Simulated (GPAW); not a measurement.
# Ballistic transport through N2 in line between two C chains, cheap and dear, part 2 of 2

Aim: T(E), conductance and thermopower of N2 in line between two C chains, and what cheaper settings cost in accuracy.

GPAW 26.7.0; GPAW LCAO, PAW setups; Landauer transmission from Green's functions with principal layers (ASE), zero bias.

So far, transmission at the Fermi level (one spin): step 2 (GPAW, dzp, PBE, GPAW) 1.96; step 3 (basis szp(dzp), PBE, GPAW) 1.95; step 4 (basis sz(dzp), PBE, GPAW) 1.96; step 5 (RPBE) 1.96.

## (9) Another change of settings

A last run, with other settings again.

run.py reads:

```python
import json
import numpy as np
from ase import Atoms
from ase.transport.calculators import TransportCalculator
from gpaw import GPAW, FermiDirac
from gpaw.lcao.tools import get_lcao_hamiltonian
from scipy.linalg import eigh

# The junction with lead layers at both ends, along the third cell vector
device = Atoms(
    ['C', 'C', 'C', 'C', 'C', 'C', 'N', 'N', 'C', 'C', 'C', 'C', 'C', 'C'],
    positions=[
        [4.50000, 4.50000, 0.64000],
        [4.50000, 4.50000, 1.92000],
        [4.50000, 4.50000, 3.20000],
        [4.50000, 4.50000, 4.48000],
        [4.50000, 4.50000, 5.76000],
        [4.50000, 4.50000, 7.04000],
        [4.50000, 4.50000, 8.29590],
        [4.50000, 4.50000, 9.43590],
        [4.50000, 4.50000, 10.69180],
        [4.50000, 4.50000, 11.97180],
        [4.50000, 4.50000, 13.25180],
        [4.50000, 4.50000, 14.53180],
        [4.50000, 4.50000, 15.81180],
        [4.50000, 4.50000, 17.09180]],
    cell=[[9.0, 0.0, 0.0], [0.0, 9.0, 0.0], [0.0, 0.0, 17.7318]],
    pbc=True)

# One principal layer of the lead: the first 4 atoms of the device
lead = Atoms(
    ['C', 'C', 'C', 'C'],
    positions=[
        [4.50000, 4.50000, 0.64000],
        [4.50000, 4.50000, 1.92000],
        [4.50000, 4.50000, 3.20000],
        [4.50000, 4.50000, 4.48000]],
    cell=[[9.0, 0.0, 0.0], [0.0, 9.0, 0.0], [0.0, 0.0, 5.12]],
    pbc=True)

settings = dict(mode='lcao', basis='dzp', xc='PBE', h=0.18,
                occupations=FermiDirac(1.0), maxiter=100,
                mixer=dict(beta=0.1, nmaxold=8, weight=100.0),
                convergence=dict(density=0.0001))
energies = np.arange(-2, 2 + 1e-9, 0.05)
eta = 0.0001
n1, n2 = 1, 1
# k and -k transmit alike, so half of the mesh across the current serves
mesh = [(i, j) for i in range(n1) for j in range(n2) if (i, j) <= (-i % n1, -j % n2)]
weights = np.array([1 if (i, j) == (-i % n1, -j % n2) else 2 for i, j in mesh]) / (n1 * n2)


def ground_state(atoms, size, txt):
    atoms.calc = GPAW(kpts={'size': size, 'gamma': True}, symmetry={'tolerance': 1e-3}, txt=txt, **settings)
    atoms.get_potential_energy()
    return atoms.calc.get_fermi_level()


def blocks(atoms, fermi, points, nz, cells):
    """H - E_F S and S between cell 0 and the cells above it, at each point across the current."""
    kz = np.arange(nz) / nz
    calc = atoms.calc.fixed_density(kpts=[(*k, z) for k in points for z in kz], symmetry='off', txt=None)
    H, S = get_lcao_hamiltonian(calc)
    H = (H - fermi * S).reshape(len(H), len(points), nz, *S.shape[1:])
    S = S.reshape(H.shape[1:])
    phases = [np.exp(-2j * np.pi * kz * R) / nz for R in cells]
    return [(np.einsum('skzij,z->ksij', H, p), np.einsum('kzij,z->kij', S, p)) for p in phases]


def pair(a, b):
    return np.block([[a, b], [b.T.conj(), a]])


def count_channels(h, s, cells, nk=240):
    """Half the number of times that the lead's bands cross each energy, unfolded to its shortest repeat."""
    b = len(h) // cells
    bands = []
    for k in (np.arange(nk + 1) + 0.5) / nk:
        hk, sk = h[:b, :b].copy(), s[:b, :b].copy()
        for R in range(1, cells):
            phase, block = np.exp(2j * np.pi * k * R), slice(R * b, (R + 1) * b)
            hk += h[:b, block] * phase + (h[:b, block] * phase).T.conj()
            sk += s[:b, block] * phase + (s[:b, block] * phase).T.conj()
        bands.append(eigh(hk, sk, eigvals_only=True))
    below = np.array(bands)[:, :, None] < energies
    return (below[1:] != below[:-1]).sum((0, 1)) / 2


fermi_lead = ground_state(lead, (1, 1, 22), 'lead.txt')
fermi_device = ground_state(device, (1, 1, 4), 'device.txt')
T, channels, eigen, tail, misfit, shifts = [], [], [], 0.0, 0.0, []
for first in range(0, len(mesh), 566):
    points = [(i / n1, j / n2) for i, j in mesh[first:first + 566]]
    (H0k, S0k), (H1k, S1k), (H2k, _) = blocks(lead, fermi_lead, points, 5, range(3))
    [(Hk, Sk)] = blocks(device, fermi_device, points, 2, [0])
    tail = max(tail, abs(H2k).max())
    for H0, S0, H1, S1, H, S in zip(H0k, S0k, H1k, S1k, Hk, Sk):
        n = len(S0)
        # Shift the lead onto the potential of the device's first layer
        shift = ((H[:, 0, 0] - H0[:, 0, 0]) / S0[0, 0]).real.mean()
        shifts.append(shift)
        misfit = max(misfit, abs(H[:, :n, :n] - H0 - shift * S0).max())
        Tk, Ck, Ek = [], [], []
        for s in range(len(H)):
            t = s % len(H0)  # a lead without moments serves both spins
            h1, s1 = pair(H0[t] + shift * S0, H1[t] + shift * S1), pair(S0, S1)
            leads = dict(h1=h1, s1=s1, energies=energies, eta=eta, eta1=eta, eta2=eta)
            calc = TransportCalculator(h=H[s], s=S, eigenchannels=3, **leads)
            Tk.append(calc.get_transmission())
            Ek.append(np.sort(calc.eigenchannels_ne, axis=0)[::-1])
            Ck.append(count_channels(h1, s1, 8))
        T.append(Tk)
        channels.append(Ck)
        eigen.append(Ek)
T, channels = np.array(T), np.array(channels)
mean, open_channels = np.einsum('kse,k->se', T, weights), np.einsum('kse,k->se', channels, weights)

print(f'basis functions: device {len(S)}, principal layer {n}')
print(f'Fermi level: lead {fermi_lead:.4f} eV, device {fermi_device:.4f} eV; lead shifted by {np.mean(shifts):.4f} eV')
print(f'largest coupling past the next layer {tail:.2e} eV, largest misfit of the first layer {misfit:.3f} eV')
print('  E-E_F (eV)   ' + 'T (one spin)  channels')
for e, t, c in zip(energies, mean.T, open_channels.T):
    print(f'{e:10.3f}  ', *[f'{x:11.4e}' for x in t], *[f'{x:9.4f}' for x in c])

kT = 8.617333e-5 * 500
fine = np.linspace(energies[0], energies[-1], 4001)
both = np.exp(np.interp(fine, energies, np.log(np.maximum(mean.sum(0) * 2 / len(mean), 1e-30))))
fermi = lambda mu: 1 / (1 + np.exp(np.clip((fine - mu) / kT, -200, 200)))
slope = fermi(0) * (1 - fermi(0)) / kT
G = np.trapezoid(both * slope, fine) / 2
seebeck = -np.trapezoid(both * slope * fine, fine) / (2 * G * 500) * 1e6
print(f'conductance at 500 K: {G:.5g} G0 a cell; thermopower {seebeck:.4g} uV/K')
bias = [0.1, 0.2, 0.5, 1.0, 1.5, 2.0]
current = [38.74 * np.trapezoid(both * (fermi(V / 2) - fermi(-V / 2)), fine) for V in bias]
for V, I in zip(bias, current):
    print(f'current from the zero-bias T(E) at {V} V: {I:.5g} uA')
zero = abs(energies).argmin()
json.dump(dict(energies=energies.tolist(), T=mean.tolist(), channels=open_channels.tolist(), G=G, seebeck=seebeck,
               bias=bias, current=current, tail=tail, misfit=misfit, shift=np.mean(shifts), n_device=len(S), n_lead=n,
               fermi=[fermi_lead, fermi_device], energy=device.get_potential_energy(),
               moments=device.get_magnetic_moments().tolist(), mesh=mesh, weights=weights.tolist(),
               T_k=T[:, :, zero].tolist(), eigen=np.array(eigen[0]).tolist()), open('result.json', 'w'))
```

Command:

```sh
$ OMP_NUM_THREADS=1 OPENBLAS_NUM_THREADS=1 python run.py
```

Elapsed: 56 s, on 1 thread of Arm Neoverse N1, shared host; peak memory 0.82 GiB.

The run finished. A setting was moved off its sound value on purpose, so it serves as a test and not as the result.

The fault put into the input: a smearing of electronvolts (width = 1.0).

The two runs compared:

| quantity | this run | sound run | difference |
| --- | --- | --- | --- |
| conductance (G₀) | 1.9570 | 1.9634 | -0.00647 |
| largest coupling past the next principal layer (eV) | 1.004e-4 | 1.004e-4 | 5.8e-8 |
| largest misfit of the first principal layer (eV) | 0.097592 | 0.11101 | -0.0134 |
| shift that aligns the lead (eV) | -0.034113 | -0.034656 | 5.4e-4 |
| transmission at the Fermi level (one spin) | 1.9570 | 1.9635 | -0.00648 |

## (10) Outcome

| Item | Value |
| --- | --- |
| conductance | 1.96 G₀ |
| transmission at the Fermi level, mean of the spins | 1.96 |
| thermopower | about 0 (under 1.5 μV/K) |
| open channels of the lead there | 2 |

What this shows: In the dzp basis the junction conducts 1.96 G₀ at 500 K, with T = 1.96 a spin at the Fermi level; the sz basis reaches that conductance within 10 %. The junction passes nearly all that the lead offers at the Fermi level. At the Fermi level two eigenchannels carry the current (0.98 and 0.98). Measured against the first run (dzp), the nearest curve is that of dzp-RPBE (r.m.s. 4.8e-4) and the farthest that of szp (0.015). Over the compared runs wall time goes from 33 s (sz) to 59 s (dzp), on a shared host. The geometry was built from estimated bond lengths and not relaxed, so the numbers describe this model structure. An evenly spaced straight chain is an idealisation: free chains tend to dimerise, zigzag or, where a band edge lies near the Fermi level, turn magnetic. The currents use the zero-bias T(E) throughout, which holds only while the bias is small against the distance to the nearest feature.

[Logs are printed without paths, hosts, clocks, repeated set-up lines and the standing remarks that a program may print on its own settings, such as how far it seeks lower states.]

[Hosts, paths, dates, database ids (printed as entryN), source tags and the programs' standing remarks are cut or masked in the printed files.]
